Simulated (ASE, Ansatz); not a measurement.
**Twisted Zr2CO2 MXene alternating trilayer, 87.80° (195 atoms): support functions against a reference**

Wanted: errors and times of a linear-scaling basis for twisted Zr2CO2 MXene alternating trilayer, 87.80° (195 atoms). A setting counts as converged where the r.m.s. difference of forces stays under 1 % of the r.m.s. force.

Main program and level: Ansatz 0.2.0; Kohn-Sham DFT, r2SCAN+D4, PAW (set soft_2), plane waves.

## Step 1: The structure

The cell holds 195 atoms: 39 C, 78 Zr and 78 O. Its edges and angles: a = 11.934 Å, b = 11.934 Å, c = 31.490 Å, α = 90.0°, β = 90.0°, γ = 120.0°. It derives from Zr2CO2 (Zr2CO2 MXene). Zr2CO2 MXene (a = 3.31 Å) under Zr2CO2 MXene (a = 3.31 Å), alternating trilayer, commensurate cell of 13 unit cells a layer, twist 87.80 deg; facing planes 2.88, 2.81 Å apart; 12 Å of vacuum; layers as built, displaced by a Gaussian of 0.01 Å. Regions: layer 1, 65 atoms (13 C, 26 Zr and 26 O); layer 2, 65 atoms (13 C, 26 Zr and 26 O); layer 3, 65 atoms (13 C, 26 Zr and 26 O). Vacuum lies along c.

What the set-up can't give: Beside vacuum, support functions can miss their usual error bounds without a warning.

## Step 2: Plane-wave single point

The first run fixes the reference, at a cutoff of 500 eV.

The input, input.yaml:

```yaml
crystal:
  lattice:
    - [11.9344, 0.0, 0.0]
    - [-5.9672, 10.33549, 0.0]
    - [0.0, 0.0, 31.49]
  atoms:
    - { symbol: C, position: [0.00178, 0.00149, 0.26358] }
    - { symbol: Zr, position: [0.12835, 0.17938, 0.30723] }
    - { symbol: Zr, position: [0.18016, 0.05001, 0.22003] }
    - { symbol: O, position: [0.17918, 0.05162, 0.33654] }
    - { symbol: O, position: [0.12777, 0.17975, 0.1908] }
    - { symbol: C, position: [0.07723, 0.30934, 0.26311] }
    - { symbol: Zr, position: [0.20721, 0.489, 0.30669] }
    - { symbol: Zr, position: [0.25662, 0.35953, 0.22023] }
    - { symbol: O, position: [0.25599, 0.35925, 0.33703] }
    - { symbol: O, position: [0.20719, 0.48744, 0.19015] }
    - { symbol: C, position: [0.15251, 0.61433, 0.26396] }
    - { symbol: Zr, position: [0.28002, 0.79388, 0.30735] }
    - { symbol: Zr, position: [0.33459, 0.66795, 0.22032] }
    - { symbol: O, position: [0.33386, 0.66739, 0.33663] }
    - { symbol: O, position: [0.28148, 0.79526, 0.1907] }
    - { symbol: C, position: [0.22973, 0.92466, 0.26299] }
    - { symbol: Zr, position: [0.358, 0.10059, 0.3069] }
    - { symbol: Zr, position: [0.41102, 0.97498, 0.22002] }
    - { symbol: O, position: [0.40976, 0.97504, 0.3367] }
    - { symbol: O, position: [0.35916, 0.10428, 0.18973] }
    - { symbol: C, position: [0.30695, 0.23221, 0.26329] }
    - { symbol: Zr, position: [0.43541, 0.41092, 0.30758] }
    - { symbol: Zr, position: [0.48781, 0.28238, 0.21978] }
    - { symbol: O, position: [0.48849, 0.2842, 0.33631] }
    - { symbol: O, position: [0.4369, 0.41052, 0.19024] }
    - { symbol: C, position: [0.38273, 0.5377, 0.26405] }
    - { symbol: Zr, position: [0.51191, 0.71669, 0.30737] }
    - { symbol: Zr, position: [0.56408, 0.59046, 0.21979] }
    - { symbol: O, position: [0.56333, 0.59015, 0.33593] }
    - { symbol: O, position: [0.51299, 0.71749, 0.19053] }
    - { symbol: C, position: [0.46053, 0.84566, 0.26424] }
    - { symbol: Zr, position: [0.58965, 0.02387, 0.30747] }
    [... 157 atom lines left out ...]
    - { symbol: O, position: [0.9744, 0.56424, 0.66363] }
    - { symbol: C, position: [0.92483, 0.6926, 0.73637] }
    - { symbol: Zr, position: [0.05264, 0.87265, 0.77996] }
    - { symbol: Zr, position: [0.10455, 0.74458, 0.69293] }
    - { symbol: O, position: [0.10304, 0.7443, 0.80905] }
    - { symbol: O, position: [0.05069, 0.87164, 0.66332] }
kpoints:
  mp_grid: { grid: [3, 3, 1] }
hamiltonian:
  xc: r2scan
  dispersion: d4
scf:
  occupations: { method: fermi_dirac, width: 0.025 }
output:
  forces: true
  populations: intrinsic
  dos:
    method: { smearing: { sigma: 0.08 } }
    de: 0.1
    projected:
      site_lists:
        C: [C]
        O: [O]
        Zr: [Zr]
        layer_1: [0, 1, 2, 3, 4, 5, 6, 7, 8, 9, 10, 11, 12, 13, 14, 15, 16, 17, 18, 19, 20, 21, 22, 23, 24, 25, 26, 27, 28, 29, 30, 31, 32, 33, 34, 35, 36, 37, 38, 39, 40, 41, 42, 43, 44, 45, 46, 47, 48, 49, 50, 51, 52, 53, 54, 55, 56, 57, 58, 59, 60, 61, 62, 63, 64]
        layer_2: [65, 66, 67, 68, 69, 70, 71, 72, 73, 74, 75, 76, 77, 78, 79, 80, 81, 82, 83, 84, 85, 86, 87, 88, 89, 90, 91, 92, 93, 94, 95, 96, 97, 98, 99, 100, 101, 102, 103, 104, 105, 106, 107, 108, 109, 110, 111, 112, 113, 114, 115, 116, 117, 118, 119, 120, 121, 122, 123, 124, 125, 126, 127, 128, 129]
        layer_3: [130, 131, 132, 133, 134, 135, 136, 137, 138, 139, 140, 141, 142, 143, 144, 145, 146, 147, 148, 149, 150, 151, 152, 153, 154, 155, 156, 157, 158, 159, 160, 161, 162, 163, 164, 165, 166, 167, 168, 169, 170, 171, 172, 173, 174, 175, 176, 177, 178, 179, 180, 181, 182, 183, 184, 185, 186, 187, 188, 189, 190, 191, 192, 193, 194]
  eigenvalues: true
```

The run is started by

```console
$ ansatz run input.yaml --threads 32 --pin off --max-ram 143360MiB --backend cuda --events-out ev --progress --plain --runs-dir out
```

Numbers of over 12 decimals in the logs are rounded to 6 here.

What it wrote:

```text
Engine: ansatz 0.2.0, aarch64-unknown-linux-gnu
Pseudopotentials: kind: paw
Pseudopotential: C, paw, valence charge 4, recommended cutoff 500 eV (meta_gga), C.paw.azcp
Pseudopotential: Zr, paw, valence charge 12, recommended cutoff 500 eV (meta_gga), Zr.paw.azcp
Pseudopotential: O, paw, valence charge 6, recommended cutoff 500 eV (meta_gga), O.paw.azcp
Functional definition: r2SCAN
  parameter k0 = 0.174
  parameter k1 = 0.065
  parameter a1 = 4.9479
  exchange = r2scan_x(k0 = k0, k1 = k1, a1 = a1)
  correlation = r2scan_c
device memory: the entry about to start is reckoned to put 134.9 GiB on a device that reports 182.5 GiB free
GPU FFT provider: cuFFT
GPU libraries: cuBLAS 13.8.1, cuFFT 12.4.0, cuSOLVER 12.3.2
GPU matrix products: emulated (plane waves: as basis.precision tells), large ones in fixed point in workspaces of 1.00 GiB
Crystal: 195 atoms, lattice volume = 3884.224 Å³
Basis set: ecut = 500 eV, 98587 PW (Γ), exchange–correlation on 360×360×960 points (64 copies of the dense FFT grid, shifted against one another)
Bands: 975, of which v1, the nominal top of the filled ones, is band 780 counted from 1 (779 counted from 0)
Symmetry: 1 space group operations
Space group: P1 (ITA 1), of the structure as read, at distance tolerance 1.6e-4 Å
k-points: 5 of 9 (time reversal used)
Non-local potential: C, projectors of the file, l = 0: 2, l = 1: 2, l = 2: 1
Non-local potential: Zr, projectors of the file, l = 0: 3, l = 1: 2, l = 2: 2, l = 3: 2
Non-local potential: O, projectors of the file, l = 0: 2, l = 1: 2, l = 2: 1
PAW form: soft (Blöchl's): semilocal exchange-correlation on the pseudo side does not see the compensation charge
PAW frozen core: C, regenerated for the run's functional (the file was generated under x = pbe(κ = 0.804, μ = 0.219515), c = pbe(β = 0.066725))
PAW frozen core: Zr, regenerated for the run's functional (the file was generated under x = pbe(κ = 0.804, μ = 0.219515), c = pbe(β = 0.066725))
PAW frozen core: O, regenerated for the run's functional (the file was generated under x = pbe(κ = 0.804, μ = 0.219515), c = pbe(β = 0.066725))
PAW one-centre angular grid: C, 302 points (default); XC on 239 of its mesh's 2573 points in the sphere
PAW one-centre angular grid: Zr, 590 points (default); XC on 160 Gauss nodes
PAW one-centre angular grid: O, 302 points (default); XC on 160 Gauss nodes
Initial density: superposition of atomic densities (neutral atoms: chi_scale 0, normalization atom), corrected by the library's trained network
Initial wavefunctions: pseudopotential atomic-orbital guess
GPU buffer pool allocated for 1944000 grid points (all kernels)
GPU transforms: local potential and band sums: pruned to the plane-wave sphere, on 90×90×240
Functional: x = r2scan, c = r2scan; τ floored in thin density (d = 2e-4 eV/Å³)
SCF iter   1: F=—  HF=-381655.731960 eV  |F-HF|=—  |Δ(HF+E_count)|=         —  Δρ=1.20e-2  dr2=7.69e0  dr2_τ=1.24e1  ethr=1.77e-3  ⟨swp⟩=8.2  Hψ=19952  notcnv=0  defer=716
preconditioner: auto → Resta (q_TF=auto, 2.343 Å⁻¹)  ε∞=4.1  [insulator: Δε(μ)=1.449 eV  Ē_g=10.370 eV  σ=0.025 eV  W_gap=1.00  n_scr=880 (ndim 8)  ℏωp=18.2 eV  f_vac=0.337  D(μ)=0.00/eV (n_scr^D=0)  ε∞_Penn≈4.1  vacuum switching on, ρ_ref=7.8e-3 e/Å³]
SCF iter   2: F=—  HF=-381659.145651 eV  |F-HF|=—  |Δ(HF+E_count)|=    3.41e0  Δρ=5.27e-3  dr2=5.10e-1  dr2_τ=2.57e-1  ethr=4.93e-4  ⟨swp⟩=2.0  Hψ=7988  notcnv=0  defer=903
SCF iter   3: F=—  HF=-381659.268989 eV  |F-HF|=—  |Δ(HF+E_count)|=   1.23e-1  Δρ=2.41e-3  dr2=1.50e-1  dr2_τ=1.22e-2  ethr=3.27e-5  ⟨swp⟩=3.0  Hψ=8855  notcnv=0  defer=903
SCF iter   4: F=—  HF=-381659.310163 eV  |F-HF|=—  |Δ(HF+E_count)|=   4.12e-2  Δρ=1.08e-3  dr2=5.49e-2  dr2_τ=6.56e-3  ethr=9.63e-6  ⟨swp⟩=2.0  Hψ=6344  notcnv=0  defer=903
SCF iter   5: F=—  HF=-381659.308499 eV  |F-HF|=—  |Δ(HF+E_count)|=   1.66e-3  Δρ=2.31e-4  dr2=2.12e-3  dr2_τ=2.58e-4  ethr=3.52e-6  ⟨swp⟩=2.8  Hψ=6392  notcnv=0  defer=903
SCF iter   6: F=—  HF=-381659.304534 eV  |F-HF|=—  |Δ(HF+E_count)|=   3.97e-3  Δρ=1.45e-4  dr2=1.13e-3  dr2_τ=9.83e-5  ethr=1.36e-7  ⟨swp⟩=3.0  Hψ=7912  notcnv=0  defer=903
SCF iter   7: F=—  HF=-381659.304556 eV  |F-HF|=—  |Δ(HF+E_count)|=   2.21e-5  Δρ=4.05e-5  dr2=5.04e-5  dr2_τ=3.46e-6  ethr=7.27e-8  ⟨swp⟩=2.0  Hψ=6312  notcnv=0  defer=903
SCF iter   8: F=—  HF=-381659.308572 eV  |F-HF|=—  |Δ(HF+E_count)|=   4.02e-3  Δρ=1.47e-5  dr2=9.29e-6  dr2_τ=1.25e-6  ethr=3.23e-9  ⟨swp⟩=2.4  Hψ=8214  notcnv=0  defer=903
SCF iter   9: F=—  HF=-381659.308572 eV  |F-HF|=—  |Δ(HF+E_count)|=   3.19e-8  Δρ=5.26e-6  dr2=1.50e-6  dr2_τ=1.29e-7  ethr=5.96e-10  ⟨swp⟩=2.8  Hψ=6352  notcnv=0  defer=903
SCF iter  10: F=—  HF=-381659.308573 eV  |F-HF|=—  |Δ(HF+E_count)|=   2.23e-7  Δρ=2.53e-6  dr2=2.81e-7  dr2_τ=2.66e-8  ethr=9.58e-11  ⟨swp⟩=2.8  Hψ=6158  notcnv=0  defer=903
SCF iter  11: F=-381659.308573 eV  HF=-381659.308573 eV  |F-HF|=3.14e-8  |Δ(HF+E_count)|=   1.29e-7  Δρ=1.25e-6  dr2=7.83e-8  dr2_τ=7.87e-9  ethr=6.41e-12  ⟨swp⟩=14.8  Hψ=25347  notcnv=0
SCF 1 converged in 11 iterations: F = -381659.308573 eV  dr2 = 7.83e-8
  greatest PAW one-centre occupation: 0.991 electrons in one spin orbital (limit 2), on the Zr atom at site 92 (counted from 0), in its partial waves of l = 1
SCF converged after 11 iterations
Free energy (F): -381659.308573 eV
Harris-Foulkes:  -381659.308573 eV  (|F-HF|=3.14e-8)
Internal energy: -381659.308573 eV  (E = F + TS)
E sigma→0 (E₀):  -381659.308573 eV
Fermi energy:    6.465593 eV
--- Per-component energies (eV) ---
  E_band       = -17801.913643
  E_kinetic    = 43261.021863
  E_local      = -972517.556920  (includes V_loc(G=0)·N_el)
  E_nonlocal   = 10635.670845
  E_hartree    = 467951.211761
  E_xc         = -19860.984631
  E_vxc        = -27449.036784  (∫ρ·V_xc dr)
  E_paw        = -248021.179402  (= ΣΔE_a)
  E_vpaw       = -9276.643773  (= ΣTr[D̂ρ^β])
  E_aug_tail   = 0.081859  (compensation charges beyond the density's cutoff)
  E_vtau       = 1642.240988  (kinetic-family band-sum trace: ∫τ·v_τ [+ j·A + Jᵃ·Aᵃ] dr)
  E_ewald      = 336921.365842
  E_disp       = -12.632375  (pairwise vdW)
  E_core_change = -16.307416  (= ΣΔE_core)
  E_smearing   = -0.000000  (= −TS)
  E_closure    = 0.000000  (closes the sum)
  Σ components = -381659.308573   (vs F -381659.308573, Δ=0.00e0)
--- Forces (eV/Å), atoms counted from 1 ---
[... 195 lines of forces left out ...]
  max |Σ_I F_I| component: 8.75e-5 eV/Å
--- Band table (eV; the first three rows and the last of 5) ---
--- intrinsic populations: 195 sites ---
  site symbol       q [e]
[... 195 lines, one an atom, left out ...]
  spilling = -0.000000 (of n_electrons = 1560.000000)
```

Wall time 21 s (1 × NVIDIA GB200 with 32 threads of Arm Neoverse V2, shared host); peak memory 11 GiB.

In the SCF lines HF is the Harris–Foulkes energy and dr2 the Hartree energy of the density residual, in eV; the loop may stop once dr2 is under the threshold and the program's other checks hold. Hψ counts applications of the Hamiltonian.

That memory is the host's; the program planned up to 135 GiB on the GPU. Forces of this run were stored rounded, and per-atom blocks of the log weren't kept.

Numbers from this run:

* free energy: -381659.3086 eV
* free energy per atom: -1957.2272 eV/atom
* SCF cycles: 11
* r.m.s. force component: 0.4456 eV/Å
* longest force: 1.469 eV/Å
* Fermi energy: 6.466 eV
* gap (highest filled to lowest empty level): 1.287 eV

Length of the force by element:

| element | coordination | atoms | mean length of the force (eV/Å) | spread | least | most |
| --- | --- | --- | --- | --- | --- | --- |
| C | all | 39 | 0.277 | 0.106 | 0.104 | 0.542 |
| O | all | 78 | 0.470 | 0.130 | 0.183 | 0.756 |
| Zr | all | 78 | 1.08 | 0.190 | 0.709 | 1.47 |

Intrinsic-atomic-orbital charges by element:

| element | coordination | atoms | mean charge (e) | spread | least | most |
| --- | --- | --- | --- | --- | --- | --- |
| C | all | 39 | -1.01 | 0.0031 | -1.02 | -1.01 |
| O | all | 78 | -0.719 | 0.006 | -0.735 | -0.701 |
| Zr | all | 78 | 1.23 | 0.0067 | 1.21 | 1.24 |

By region:

| region | atoms | mean length of the force (eV/Å) | net charge (e) |
| --- | --- | --- | --- |
| layer 1 | 65 | 0.667 | 0 |
| layer 2 | 65 | 0.698 | 0 |
| layer 3 | 65 | 0.665 | 0 |

Density of states as counts of states in windows of 1 eV (from the Fermi level), total and some projections:

| from (eV) | to (eV) | total | O p | C p | C s |
| --- | --- | --- | --- | --- | --- |
| -14 | -11 | 0.0 | 0.0 | 0.0 | 0.0 |
| -11 | -10 | 78.0 | 0.9 | 0.3 | 47.2 |
| -10 | -7 | 0.0 | 0.0 | 0.0 | 0.0 |
| -7 | -6 | 8.7 | 4.2 | 1.1 | 0.0 |
| -6 | -5 | 196.4 | 125.1 | 10.7 | 0.9 |
| -5 | -4 | 246.7 | 179.4 | 12.3 | 2.5 |
| -4 | -3 | 43.7 | 18.5 | 13.2 | 0.1 |
| -3 | -2 | 106.7 | 24.6 | 46.9 | 0.2 |
| -2 | -1 | 94.9 | 23.9 | 47.0 | 0.1 |
| -1 | 0 | 4.8 | 1.0 | 2.7 | 0.0 |
| 0 | 1 | 15.4 | 3.8 | 0.3 | 0.1 |
| 1 | 2 | 66.1 | 8.8 | 3.0 | 0.4 |
| 2 | 3 | 61.4 | 5.5 | 5.0 | 0.1 |

The curve was stored every 0.100 eV, coarse against its broadening of 0.08 eV, so these counts are rough.

Between -26 and -14 eV lie 156 more states.

About 624 of the 1560 electrons lie in deeper levels, below the stored range.

Not all projections were asked for or kept, so they needn't add up to the total.

The levels nearest the highest filled one (over half full), pooled over k-points and spins:

| level less the highest filled one (eV) | occupation |
| --- | --- |
| -0.0748 | 2 |
| -0.0609 | 2 |
| -0.0572 | 2 |
| -0.0556 | 2 |
| -0.0078 | 2 |
| 0 | 2 |
| 1.29 | 0 |
| 1.31 | 0 |
| 1.31 | 0 |
| 1.32 | 0 |
| 1.32 | 0 |
| 1.33 | 0 |

Mean intrinsic-atomic-orbital charges: C -1.01, O -0.72, Zr +1.23 e.

## Step 3: Local order

Bonds and neighbours are counted at the geometry of the runs.

Normalised to the volume that the atoms fill. Pair distribution functions g(r), in bins of 0.2 Å:

| r (Å) | total | O-O | O-Zr | O-C | Zr-Zr | Zr-C | C-C |
| --- | --- | --- | --- | --- | --- | --- | --- |
| 2.00 | 0.14 | 0.00 | 0.44 | 0.00 | 0.00 | 0.00 | 0.00 |
| 2.20 | 2.74 | 0.00 | 8.55 | 0.00 | 0.00 | 0.00 | 0.00 |
| 2.40 | 2.35 | 0.00 | 0.00 | 0.00 | 0.00 | 14.70 | 0.00 |
| 2.60 | 0.00 | 0.00 | 0.00 | 0.00 | 0.00 | 0.00 | 0.00 |
| 2.80 | 0.01 | 0.09 | 0.00 | 0.00 | 0.00 | 0.00 | 0.00 |
| 3.00 | 1.52 | 0.43 | 0.00 | 9.12 | 0.00 | 0.00 | 0.00 |
| 3.20 | 0.84 | 2.35 | 0.00 | 0.00 | 2.08 | 0.00 | 3.24 |
| 3.40 | 2.82 | 5.76 | 0.00 | 0.00 | 9.00 | 0.00 | 11.55 |
| 3.60 | 0.39 | 0.43 | 1.00 | 0.00 | 0.00 | 0.00 | 0.00 |
| 3.80 | 0.10 | 0.17 | 0.21 | 0.00 | 0.00 | 0.00 | 0.00 |
| 4.00 | 1.79 | 0.43 | 2.90 | 0.00 | 0.00 | 4.92 | 0.00 |
| 4.20 | 0.14 | 0.26 | 0.31 | 0.00 | 0.00 | 0.00 | 0.00 |
| 4.40 | 0.77 | 0.21 | 0.27 | 4.07 | 0.00 | 0.00 | 0.00 |
| 4.60 | 0.27 | 0.29 | 0.28 | 0.02 | 0.81 | 0.00 | 0.00 |
| 4.80 | 0.30 | 0.26 | 0.18 | 0.00 | 1.28 | 0.00 | 0.00 |
| 5.00 | 1.50 | 1.84 | 3.65 | 0.01 | 0.24 | 0.00 | 0.00 |
| 5.20 | 2.12 | 0.24 | 3.27 | 0.37 | 0.22 | 5.95 | 0.00 |
| 5.40 | 0.22 | 0.27 | 0.21 | 0.43 | 0.23 | 0.00 | 0.00 |
| 5.60 | 1.05 | 0.13 | 0.24 | 5.71 | 0.23 | 0.00 | 0.00 |
| 5.80 | 1.57 | 2.71 | 0.18 | 0.41 | 5.10 | 0.00 | 4.95 |
| 6.00 | 0.41 | 1.34 | 0.22 | 0.43 | 0.28 | 0.07 | 0.00 |
| 6.20 | 0.22 | 0.20 | 0.18 | 0.30 | 0.13 | 0.37 | 0.00 |
| 6.40 | 0.24 | 0.14 | 0.23 | 0.38 | 0.20 | 0.33 | 0.00 |
| 6.60 | 1.05 | 2.08 | 0.31 | 0.45 | 2.09 | 0.43 | 3.71 |
| 6.80 | 1.11 | 1.93 | 2.14 | 0.27 | 0.10 | 0.31 | 0.00 |
| 7.00 | 1.33 | 0.13 | 1.99 | 0.38 | 0.21 | 3.64 | 0.00 |
| 7.20 | 0.75 | 0.14 | 0.32 | 3.41 | 0.17 | 0.30 | 0.00 |
| 7.40 | 0.54 | 0.29 | 0.36 | 0.27 | 1.67 | 0.37 | 0.17 |

Bonds by pair of elements; cutoffs follow the first minimum of g(r), held within bounds set by covalent radii, and pairs that aren't listed don't count as bonded:

| pair A-B | cutoff (Å) | bonds | mean length (Å) | spread (Å) | shortest (Å) | B about A | A about B |
| --- | --- | --- | --- | --- | --- | --- | --- |
| O-Zr | 2.82 | 234 | 2.13 | 0.015 | 2.08 | 3 | 3 |
| Zr-C | 2.81 | 234 | 2.35 | 0.015 | 2.30 | 3 | 6 |

How many atoms have how many bonded neighbours:

| element | mean | 3 | 6 |
| --- | --- | --- | --- |
| C | 6 | 0 | 39 |
| O | 3 | 78 | 0 |
| Zr | 6 | 0 | 78 |

Bond angles, per cent of each kind in bins of 5°:

| angle (°) | C-Zr-O | Zr-C-Zr | C-Zr-C | O-Zr-O | Zr-O-Zr |
| --- | --- | --- | --- | --- | --- |
| 80–85 | 66.2 | 0.0 | 0.0 | 0.0 | 0.0 |
| 85–90 | 0.4 | 40.2 | 85.5 | 0.0 | 0.0 |
| 90–95 | 0.0 | 39.8 | 14.5 | 0.0 | 0.0 |
| 95–100 | 0.0 | 0.0 | 0.0 | 0.0 | 0.0 |
| 100–105 | 0.0 | 0.0 | 0.0 | 100.0 | 100.0 |
| 105–110 | 0.0 | 0.0 | 0.0 | 0.0 | 0.0 |
| 110–115 | 0.0 | 0.0 | 0.0 | 0.0 | 0.0 |
| 115–120 | 0.0 | 0.0 | 0.0 | 0.0 | 0.0 |
| 120–125 | 0.0 | 0.0 | 0.0 | 0.0 | 0.0 |
| 125–130 | 0.0 | 0.0 | 0.0 | 0.0 | 0.0 |
| 130–135 | 0.0 | 0.0 | 0.0 | 0.0 | 0.0 |
| 135–140 | 0.0 | 0.0 | 0.0 | 0.0 | 0.0 |
| 140–145 | 0.0 | 0.0 | 0.0 | 0.0 | 0.0 |
| 145–150 | 0.0 | 0.0 | 0.0 | 0.0 | 0.0 |
| 150–155 | 0.0 | 0.0 | 0.0 | 0.0 | 0.0 |
| 155–160 | 0.0 | 0.0 | 0.0 | 0.0 | 0.0 |
| 160–165 | 0.0 | 0.0 | 0.0 | 0.0 | 0.0 |
| 165–170 | 9.1 | 0.0 | 0.0 | 0.0 | 0.0 |
| 170–175 | 24.2 | 0.0 | 0.0 | 0.0 | 0.0 |
| 175–180 | 0.0 | 20.0 | 0.0 | 0.0 | 0.0 |

Bond angles (no mean is given where the spread exceeds 20°):

| angle | count | mean (°) | spread (°) |
| --- | --- | --- | --- |
| C-Zr-O | 702 | - | - |
| Zr-C-Zr | 585 | - | - |
| C-Zr-C | 234 | 89.5 | 0.5 |
| O-Zr-O | 234 | 102 | 0.6 |
| Zr-O-Zr | 234 | 102 | 0.6 |

First main peaks of g(r), for some of the pairs, lie near 3.31 Å (O-O), 2.13 Å (O-Zr), 2.99 Å (O-C), 3.32 Å (Zr-Zr), 2.35 Å (Zr-C) and 3.31 Å (C-C). By these cutoffs all C atoms have 6, all O atoms have 3 and all Zr atoms have 6 bonded neighbours.

(Part 1 of 2 ends here.)

[Logs are printed without paths, hosts, clocks, repeated set-up lines and the standing remarks that a program may print on its own settings, such as how far it seeks lower states.]

[Hosts, paths, dates, database ids (printed as entryN), source tags and the programs' standing remarks are cut or masked in the printed files.]
